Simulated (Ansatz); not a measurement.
**NaCaF3 (built on the sites of a database entry of CsCaF3): phonons and vibrational spectra**

Task: relax NaCaF3 (built on the sites of a database entry of CsCaF3), then find its harmonic phonons.

Method: DFT PBE+D3(BJ), scalar-relativistic, plane waves, PAW, in Ansatz 0.2.0.

The structure was built from a prototype and need not be the compound's stable phase.

## 1. Starting point

The structure is cubic, space group Pm-3m (No. 221). The conventional cell has a = 3.788 Å, b = 3.788 Å, c = 3.788 Å, α = 90.00°, β = 90.00°, γ = 90.00°. Nearest to Na lie 12 F at 2.68 Å. Ca has 6 F at 1.89 Å nearest. Nearest to F lie 2 Ca at 1.89 Å and 4 Na at 2.68 Å. Farther neighbours and most contacts between anions are not listed.

## 2. Rough relaxation

The start is far from rest, so a relaxation with loose tolerances brings it close first.

input.yaml reads:

```yaml
crystal:
  lattice:
    - [3.788, 0.0, 0.0]
    - [0.0, 3.788, 0.0]
    - [0.0, 0.0, 3.788]
  atoms:
    - { symbol: Na, position: [0.0, 0.0, 0.0] }
    - { symbol: Ca, position: [0.5, 0.5, 0.5] }
    - { symbol: F, position: [0.0, 0.5, 0.5] }
    - { symbol: F, position: [0.5, 0.0, 0.5] }
    - { symbol: F, position: [0.5, 0.5, 0.0] }
kpoints:
  mp_grid: { grid: [6, 6, 6] }
hamiltonian:
  xc: pbe
  dispersion: d3bj
scf:
  occupations: { method: gaussian, width: 0.1 }
output:
  forces: true
  stress: true
  eigenvalues: true
relax:
  adjacent_minimum: "off"
  f_tol: 0.05
  max_steps: 80
  cell: { stress_tol: 0.5 }
```

Launch:

```sh
$ ansatz run input.yaml --threads 4 --pin off --max-ram 7168MiB --backend cpu --events-out ev --progress --plain --runs-dir out
```

Numbers of over 12 decimals in the logs are rounded to 6 here.

Output:

```text
The last accepted step is kept in <dir> (removed where the run ends without a failure and the disk answers)
Engine: ansatz 0.2.0, aarch64-unknown-linux-gnu
Pseudopotentials: kind: paw
Pseudopotential: Na, paw, valence charge 9, recommended cutoff 420 eV (normal), Na.paw.azcp
Pseudopotential: Ca, paw, valence charge 10, recommended cutoff 420 eV (normal), Ca.paw.azcp
[...]
F+E_penalty+E_count = -5736.96324916 eV   max|allowed force component| = 1.883e-29 eV/Å   (the final SCF, on the basis selected at the relaxed cell)
  cell:  # Å, volume = 84.7660 Å³
    - [4.392792, 0, 0]
    - [0, 4.392792, 0]
    - [0, 0, 4.392792]
  atoms:
    - { symbol: Na, position: [0, 0, 0] }
    - { symbol: Ca, position: [0.5, 0.5, 0.5] }
    - { symbol: F, position: [0, 0.5, 0.5] }
    - { symbol: F, position: [0.5, 0, 0.5] }
    - { symbol: F, position: [0.5, 0.5, 0] }
[key lines of the parts left out:]
SCF converged after 5 iterations
Free energy (F): -5736.963249 eV
Fermi energy:    2.978183 eV
P = ⅓ Tr σ = 0.1816 GPa (1.816 kbar)
```

Wall time 13 s (4 threads of Arm Neoverse N1, shared host); peak memory 0.36 GiB.

Step by step:

| step | energy less that of the first step (eV) | largest force component (eV/Å) | pressure (GPa) | volume (Å³) |
| --- | --- | --- | --- | --- |
| 1 | 0.0000 | 0.0000 | 62.66 | 54.35 |
| 2 | -2.2763 | 0.0000 | 28.83 | 62.70 |
| 3 | -3.2027 | 0.0000 | 5.28 | 72.09 |
| 4 | -3.2320 | 0.0000 | -1.70 | 75.64 |
| 5 | -3.2390 | 0.0000 | 0.00 | 74.74 |
| 6* | -3.7347 | 0.0000 | 8.84 | 74.74 |
| 7 | -3.9006 | 0.0000 | 3.91 | 79.45 |
| 8 | -3.9313 | 0.0000 | 0.39 | 83.63 |
| 9* | -3.9838 | 0.0000 | 0.91 | 83.63 |
| 10 | -3.9842 | 0.0000 | 0.16 | 84.77 |
| 11* | -3.9877 | 0.0000 | 0.18 | 84.77 |

Relaxation steps marked * repeat the geometry before them on a plane-wave basis chosen anew for their cell, so energy and pressure can jump there.

The run keeps the 48 symmetry operations that it works with, so distortions that break them were not tested.

| cell as run | before | after | change |
| --- | --- | --- | --- |
| a (Å) | 3.788 | 4.393 | +16.0 % |
| b (Å) | 3.788 | 4.393 | +16.0 % |
| c (Å) | 3.788 | 4.393 | +16.0 % |
| volume (Å³/atom) | 10.87 | 16.95 | +56.0 % |

The relaxed structure:

```cif
data_structure
_symmetry_space_group_name_H-M 'P 1'
_symmetry_Int_Tables_number 1
_cell_length_a 4.3928
_cell_length_b 4.3928
_cell_length_c 4.3928
_cell_angle_alpha 90.000
_cell_angle_beta 90.000
_cell_angle_gamma 90.000
_cell_volume 84.77
loop_
_atom_site_label
_atom_site_type_symbol
_atom_site_fract_x
_atom_site_fract_y
_atom_site_fract_z
_atom_site_occupancy
Na1 Na 0.00000 0.00000 0.00000 1
Ca2 Ca 0.50000 0.50000 0.50000 1
F3 F 0.00000 0.50000 0.50000 1
F4 F 0.50000 0.00000 0.50000 1
F5 F 0.50000 0.50000 0.00000 1
```

This step gave:

```yaml
pressure: 0.1816 GPa
gap_on_the_k_mesh: 5.078 eV
volume_per_atom: 16.95 Å³
direct_gap_on_mesh: 5.236 eV
```

In this step the volume went from 10.87 to 16.95 Å³/atom.

## 3. Bringing the structure to rest

The cell and atoms are relaxed, since residual forces and stress would shift the frequencies.

input.yaml, the sections that differ from step 2:

```yaml
crystal:
  lattice:
    - [4.3927916309, 0.0, 0.0]
    - [0.0, 4.3927916309, 0.0]
    - [0.0, 0.0, 4.3927916309]
  atoms:
    - { symbol: Na, position: [0.0, 0.0, 0.0] }
    - { symbol: Ca, position: [0.5, 0.5, 0.5] }
    - { symbol: F, position: [0.0, 0.5, 0.5] }
    - { symbol: F, position: [0.5, 0.0, 0.5] }
    - { symbol: F, position: [0.5, 0.5, 0.0] }
scf:
  occupations: { method: gaussian, width: 0.02 }
relax:
  adjacent_minimum: "off"
  f_tol: 0.005
  max_steps: 80
  cell: { stress_tol: 0.05 }
# kpoints, hamiltonian, output: as in step 2
```

Output:

```text
[...]
Crystal: 5 atoms, lattice volume = 84.766 Å³
Basis set: ecut = 420 eV, 1647 PW (Γ), exchange–correlation on 60×60×60 points (8 copies of the dense FFT grid, shifted against one another)
Bands: 25, of which v1, the nominal top of the filled ones, is band 20 counted from 1 (19 counted from 0)
Symmetry: 48 space group operations
[...]
k-points: 20 of 216
[...]
--- Relaxed structure (3 steps of the walk, 3 accepted, 2 SCFs on fresh bases) ---
[...]
cell:  # Å, volume = 85.0553 Å³
    - [4.397783, 0, 0]
    - [0, 4.397783, 0.0]
    - [0, 0.0, 4.397783]
  atoms:
    - { symbol: Na, position: [0, 0, 0] }
    - { symbol: Ca, position: [0.5, 0.5, 0.5] }
    - { symbol: F, position: [0, 0.5, 0.5] }
    - { symbol: F, position: [0.5, 0, 0.5] }
    - { symbol: F, position: [0.5, 0.5, 0] }
[key lines of the parts left out:]
SCF converged after 6 iterations
Free energy (F): -5736.963345 eV
Fermi energy:    2.949848 eV
P = ⅓ Tr σ = 0.0056 GPa (0.056 kbar)
```

The job ended after 6.9 s (4 threads; peak memory 0.38 GiB; 23 s of CPU time).

Relaxation path:

| step | energy less that of the first step (eV) | largest force component (eV/Å) | pressure (GPa) | volume (Å³) |
| --- | --- | --- | --- | --- |
| 1 | 0.0000 | 0.0000 | 0.18 | 84.77 |
| 2 | 0.0004 | 0.0000 | 0.04 | 84.97 |
| 3* | -0.0001 | 0.0000 | 0.05 | 84.97 |
| 4 | 0.0001 | 0.0000 | 0.00 | 85.06 |
| 5* | -0.0001 | 0.0000 | 0.01 | 85.06 |

Relaxation steps marked * repeat the geometry before them on a plane-wave basis chosen anew for their cell, so energy and pressure can jump there.

The run keeps the 48 symmetry operations that it works with, so distortions that break them were not tested.

```csv
"conventional cell, symmetrised",before,after,change
a (Å),4.393,4.398,+0.1 %
b (Å),4.393,4.398,+0.1 %
c (Å),4.393,4.398,+0.1 %
volume (Å³/atom),16.95,17.01,+0.3 %
```

Numbers from this step:

```
pressure           : 0.005615 GPa
gap on the k-mesh  : 5.068 eV
volume per atom    : 17.01 Å³
direct gap on mesh : 5.229 eV
```

In this step the volume went from 16.95 to 17.01 Å³/atom.

## 4. Relaxing to small forces for the phonons

Phonons need a cell at rest on their own settings, so the relaxation is repeated with tight tolerances on forces and stress, using the mesh and the filling of the phonon run that follows.

input.yaml, the sections that differ from step 3:

```yaml
crystal:
  lattice:
    - [4.3977833632, 0.0, 0.0]
    - [0.0, 4.3977833632, 0.0]
    - [0.0, 0.0, 4.3977833632]
  atoms:
    - { symbol: Na, position: [0.0, 0.0, 0.0] }
    - { symbol: Ca, position: [0.5, 0.5, 0.5] }
    - { symbol: F, position: [0.0, 0.5, 0.5] }
    - { symbol: F, position: [0.5, 0.0, 0.5] }
    - { symbol: F, position: [0.5, 0.5, 0.0] }
scf:
  occupations: { method: fixed }
relax:
  adjacent_minimum: "off"
  f_tol: 0.001
  max_steps: 60
  cell: { stress_tol: 0.01 }
# kpoints, hamiltonian, output: as in step 3
```

Output:

```text
[...]
Crystal: 5 atoms, lattice volume = 85.055 Å³
Basis set: ecut = 420 eV, 1743 PW (Γ), exchange–correlation on 60×60×60 points (8 copies of the dense FFT grid, shifted against one another)
Bands: 25, of which v1, the nominal top of the filled ones, is band 20 counted from 1 (19 counted from 0)
Symmetry: 48 space group operations
[...]
k-points: 20 of 216
[...]
cell:  # Å, volume = 85.0553 Å³
    - [4.3977833632, 0.0, 0.0]
    - [0.0, 4.3977833632, 0.0]
    - [0.0, 0.0, 4.3977833632]
  atoms:
    - { symbol: Na, position: [0.0, 0.0, 0.0] }
    - { symbol: Ca, position: [0.500000, 0.500000, 0.500000] }
    - { symbol: F, position: [0.0, 0.500000, 0.500000] }
    - { symbol: F, position: [0.500000, 0.0, 0.500000] }
    - { symbol: F, position: [0.500000, 0.500000, 0.0] }
[key lines of the parts left out:]
SCF converged after 10 iterations
Free energy (F): -5736.963345 eV
Fermi energy:    0.415840 eV
P = ⅓ Tr σ = 0.0056 GPa (0.056 kbar)
```

It took 5.3 s on 4 threads; peak memory 0.37 GiB.

Little changed from the start: no atom moved by 0.005 Å and no cell edge by 0.1 %.

The forces vanish by symmetry and the pressure is 0.006 GPa, within the tolerances set. The cell now holds 17.01 Å³/atom.

## 5. Zone-centre response

The zone centre comes first: it holds the modes that light can see, as far as symmetry allows. The response to a homogeneous field gives the Born charges and the dielectric tensor, and its change with displacement the Raman tensors.

Edit input.yaml of step 4 so:

```diff
@@ -19,9 +19,7 @@
 output:
-  forces: true
-  stress: true
   eigenvalues: true
-relax:
-  adjacent_minimum: "off"
-  f_tol: 0.001
-  max_steps: 60
-  cell: { stress_tol: 0.01 }
+phonons:
+  method: dfpt
+  dielectric: true
+  rigid_motions: translations
+  raman: true
```

Output:

```text
[...]
Crystal: 5 atoms, lattice volume = 85.055 Å³
Basis set: ecut = 420 eV, 1743 PW (Γ), exchange–correlation on 60×60×60 points (8 copies of the dense FFT grid, shifted against one another)
Bands: 25, of which v1, the nominal top of the filled ones, is band 20 counted from 1 (19 counted from 0)
Symmetry: 48 space group operations
k-points: 80 of 216 (irreducible under 2 space group operations, time reversal used)
[...]
SCF iter   1: F=—  HF=-5736.962900 eV  |F-HF|=—  |Δ(HF+E_count)|=         —  Δρ=6.22e-4  dr2=2.10e-4  ethr=1.77e-3  ⟨swp⟩=4.9  Hψ=8786  notcnv=0  defer=184
[...]
SCF iter   8: F=-5736.963345 eV  HF=-5736.963345 eV  |F-HF|=2.73e-12  |Δ(HF+E_count)|=  3.44e-10  Δρ=1.04e-7  dr2=6.08e-12  ethr=1.00e-12  ⟨swp⟩=11.3  Hψ=12912  notcnv=0
SCF 1 converged in 8 iterations: F = -5736.963345 eV  dr2 = 6.08e-12
[...]
DFPT response loops at Γ: preconditioner auto → none (the input reference at scf.mixing.eps_inf says where Resta's filter doesn't serve); β = 0.50; Broyden in place of MSR1
── the response to a field inside a basis, on 6×6×6 k-points: an SCF that follows is theirs, and a resumed run solves both again ──
Bands: 21, of which v1, the nominal top of the filled ones, is band 20 counted from 1 (19 counted from 0)
k-points: 10 of 216
[...]
Eigensolver: Dense (10 Hₖ)
SCF iter   1: F=—  HF=-5736.957005 eV  |F-HF|=—  |Δ(HF+E_count)|=         —  Δρ=4.93e-4  dr2=4.21e-5  ethr=1.00e-1
[...]
SCF iter   6: F=-5736.956998 eV  HF=-5736.956998 eV  |F-HF|=1.55e-11  |Δ(HF+E_count)|=  4.03e-10  Δρ=2.12e-7  dr2=5.03e-11  ethr=2.62e-12
SCF 1 converged in 6 iterations: F = -5736.956998 eV  dr2 = 5.03e-11
[...]
SCF converged after 8 iterations
Free energy (F): -5736.963345 eV
[...]
Internal energy: -5736.963345 eV  (E = F + TS)
E sigma→0 (E₀):  -5736.963345 eV
Fermi energy:    0.415841 eV
[...]
--- Band table (eV; the first three rows and the last of 80) ---
  k-point 0: bands = [... 16 lower, 0.0104, 0.2549, 0.2549, 0.2549, 5.4838, 9.8434, 9.8434, 9.8434, ... 1 higher]
  k-point 1: bands = [... 16 lower, -0.0185, -0.0162, 0.2359, 0.2359, 5.8187, 9.8764, 9.9494, 9.9494, ... 1 higher]
  k-point 2: bands = [... 16 lower, -0.1566, -0.0698, 0.2123, 0.2123, 6.6790, 9.5100, 9.9447, 10.1485, ... 1 higher]
  k-point 79: bands = [... 16 lower, -0.9526, 0.4158, 0.4158, 0.4158, 8.8297, 10.3561, 10.3561, 10.3561, ... 1 higher]
--- Phonons (Γ-DFPT): 4 representative perturbations + reference, on 80 of 216 k-points (Σ response iterations 15) ---
  k mesh reduced under 2 symmetry operations, with k and −k counted as one. Each operation leaves every solved perturbation unchanged. A smaller set is not considered because the run solves the response to a homogeneous field
  ASR residual: 3.756e-3 → 0.000e0 eV/Å²; symmetrization residual: 5.301e-6 eV/Å²
  pairwise dispersion correction: d3bj (s6 = 1.0, s8 = 0.7875, a1 = 0.4289, a2_bohr = 4.4407), with the weights of each atom's references fixed at the reference crystal's, and the forces and stress that the weights' published response gives there kept as a pressure on the atom's counted neighbours (hamiltonian.dispersion)
  ASR residual per site (eV/Å²): 1.36e-3 1.89e-3 3.76e-3 3.76e-3 3.76e-3
  Γ frequencies (cm⁻¹): -124.58 -124.58 -124.58 -67.91 -67.91 -67.91 0.00 0.00 0.00 182.66 182.66 182.66 448.30 448.30 448.30
  ε∞ (high-frequency dielectric tensor):
        1.955781    -0.000000     0.000000
       -0.000000     1.955781    -0.000000
        0.000000     0.000000     1.955781
  softest optical mode at Γ: -124.58 cm⁻¹; the repairs (sum rule, projections) moved no ω² at Γ by more than (7.41 cm⁻¹)²
  Born effective charges Z* (e; rows j = field, columns β = displacement):
    site 0:
         1.17069   -0.00000    0.00000
        -0.00000    1.17069    0.00000
         0.00000   -0.00000    1.17069
    site 1:
         2.27367    0.00000   -0.00000
         0.00000    2.27367    0.00000
         0.00000    0.00000    2.27367
    site 2:
        -1.70772    0.00000    0.00000
        -0.00000   -0.86832    0.00000
         0.00000    0.00000   -0.86832
    site 3:
        -0.86832    0.00000    0.00000
        -0.00000   -1.70772   -0.00000
         0.00000    0.00000   -0.86832
    site 4:
        -0.86832   -0.00000    0.00000
         0.00000   -0.86832   -0.00000
         0.00000    0.00000   -1.70772
  Z* charge neutrality: 1.547e-5 e pre-enforcement
  k-mesh period / interband length: 26.4 Å / 0.99 Å = 26.75 at k = (0.0000, 0.0000, 0.0000), direct gap 5.229 eV — 14 or more, which is no proof of convergence
  Raman tensors (in the event stream and the table raman_tensors.tsv): an entry may err by 4.1e-4 Å², one of the second-order susceptibility by 2.6e-20 pm/V (basis, points and sum rule); their sum over the sites missed zero by 5.876e-21 Å² ahead of its enforcement
  optical modes at Γ without the LO–TO term, one row a degenerate level:
      ω (cm⁻¹)  modes    IR ((D/Å)²/amu)  static Raman (Å⁴/amu)  depolarisation
       -124.58      3             9.9042                 0.0000               —
        -67.91      3             0.0000                 0.0000               —
        182.66      3             2.1092                 0.0000               —
        448.30      3            17.1581                 0.0000               —
  optical modes at Γ + LO–TO along q̂ = [1.0000, 0.0000, 0.0000]:
      ω (cm⁻¹)  modes    IR ((D/Å)²/amu)  static Raman (Å⁴/amu)  depolarisation
       -124.58      2             6.6028                 0.0000               —
        -67.91      3             0.0000                 0.0000               —
         93.32      1             0.8772                 0.0000               —
        182.66      2             1.4061                 0.0000               —
        212.25      1             0.9679                 0.0000               —
        448.30      2            11.4388                 0.0000               —
        538.27      1             7.8787                 0.0000               —
  optical modes at Γ + LO–TO along q̂ = [0.0000, 1.0000, 0.0000]:
      ω (cm⁻¹)  modes    IR ((D/Å)²/amu)  static Raman (Å⁴/amu)  depolarisation
       -124.58      2             6.6028                 0.0000               —
        -67.91      3             0.0000                 0.0000               —
         93.32      1             0.8772                 0.0000               —
        182.66      2             1.4061                 0.0000               —
        212.25      1             0.9679                 0.0000               —
        448.30      2            11.4388                 0.0000               —
        538.27      1             7.8787                 0.0000               —
  optical modes at Γ + LO–TO along q̂ = [0.0000, 0.0000, 1.0000]:
      ω (cm⁻¹)  modes    IR ((D/Å)²/amu)  static Raman (Å⁴/amu)  depolarisation
       -124.58      2             6.6028                 0.0000               —
        -67.91      3             0.0000                 0.0000               —
         93.32      1             0.8772                 0.0000               —
        182.66      2             1.4061                 0.0000               —
        212.25      1             0.9679                 0.0000               —
        448.30      2            11.4388                 0.0000               —
        538.27      1             7.8787                 0.0000               —
```

Wall time 3.8 min (4 threads); peak memory 1 GiB.

Numbers from this step:

| Quantity | Value |
| --- | --- |
| sum-rule residual before enforcement | 0.003756 eV/Å² |
| miss of the charge sum rule | 1.55e-5 e |
| point group | m-3m |
| highest optical mode at the zone centre (no LO-TO term) | 448.3 cm⁻¹ |
| lowest optical zone-centre mode | -124.6 cm⁻¹ |
| mean high-frequency dielectric constant | 1.956 |
| largest Born charge (third of the trace) | 2.274 e |
| top of the zone-centre spectrum with the field | 538.3 cm⁻¹ |

Without the LO-TO term. Patterns of degenerate modes are one choice out of their space. Modes at Γ, with each element's share of the kinetic energy (negative means imaginary):

```
mode  frequency (cm⁻¹)  symmetry  Na %  Ca %  F %
   1            -124.6       T1u    66     0   34
   2            -124.6       T1u    66     0   34
   3            -124.6       T1u    66     0   34
   4             -67.9       T2u     0     0  100
   5             -67.9       T2u     0     0  100
   6             -67.9       T2u     0     0  100
   7               0.0  acoustic    19    33   47
   8               0.0  acoustic    19    33   47
   9               0.0  acoustic    19    33   47
  10             182.7       T1u    15    41   45
  11             182.7       T1u    15    41   45
  12             182.7       T1u    15    41   45
  13             448.3       T1u     0    26   74
  14             448.3       T1u     0    26   74
  15             448.3       T1u     0    26   74
```

Displacements in mode 3 (-124.6 cm⁻¹), the largest set to 1:
```
Na1 -0.07  1.00  0.57
Ca2  0.00 -0.01 -0.01
F3   0.01 -0.55 -0.31
F4   0.04 -0.08 -0.31
F5   0.04 -0.55 -0.04
```

Displacements in mode 10 (182.7 cm⁻¹), the largest set to 1:
```
Na1 -0.38 -0.79 -0.26
Ca2  0.49  1.00  0.33
F3   0.36 -0.94 -0.31
F4  -0.46  0.73 -0.31
F5  -0.46 -0.94  0.24
```

Optical modes at the zone centre, without and with the macroscopic field of the longitudinal modes; each column is sorted by frequency, so a row need not hold one and the same mode. Modes with and without the field, by row:

```csv
rank among optical modes,no field (cm⁻¹),"q along (1, 0, 0) (cm⁻¹)"
1,-124.6,-124.6
2,-124.6,-124.6
3,-124.6,-67.9
4,-67.9,-67.9
5,-67.9,-67.9
6,-67.9,93.3
7,182.7,182.7
8,182.7,182.7
9,182.7,212.2
10,448.3,448.3
11,448.3,448.3
12,448.3,538.3
```

Born charge (rows field, columns displacement) (e), principal values of the symmetric part by kind of site:

```
atom  atoms with these values    low  middle   high   mean
 Na1                        1   1.17    1.17   1.17   1.17
 Ca2                        1   2.27    2.27   2.27   2.27
  F3                        3  -1.71   -0.87  -0.87  -1.15
```

In full for Na1:

```
1.17 0.00 0.00
0.00 1.17 0.00
0.00 0.00 1.17
```

High-frequency dielectric tensor:

```
1.96 0.00 0.00
0.00 1.96 0.00
0.00 0.00 1.96
```

Transverse modes; imaginary modes are left out. Infrared lines, with heights relative to the strongest:

```csv
position (cm⁻¹),label,relative intensity
183,T1u,12
448,T1u,100
```

Before it was imposed, the acoustic sum rule was missed by 0.0038 eV/Å² and the charge sum rule by 1.5e-5 e. Small misses are needed for a sound result but don't prove that mesh and cutoff are converged. The lowest optical mode is imaginary, 124.6i cm⁻¹, so the energy falls along it.

[end of part 1 of 2]

[Logs are printed without paths, hosts, clocks, repeated set-up lines and the standing remarks that a program may print on its own settings, such as how far it seeks lower states.]

[Hosts, paths, dates, database ids (printed as entryN), source tags and the programs' standing remarks are cut or masked in the printed files.]
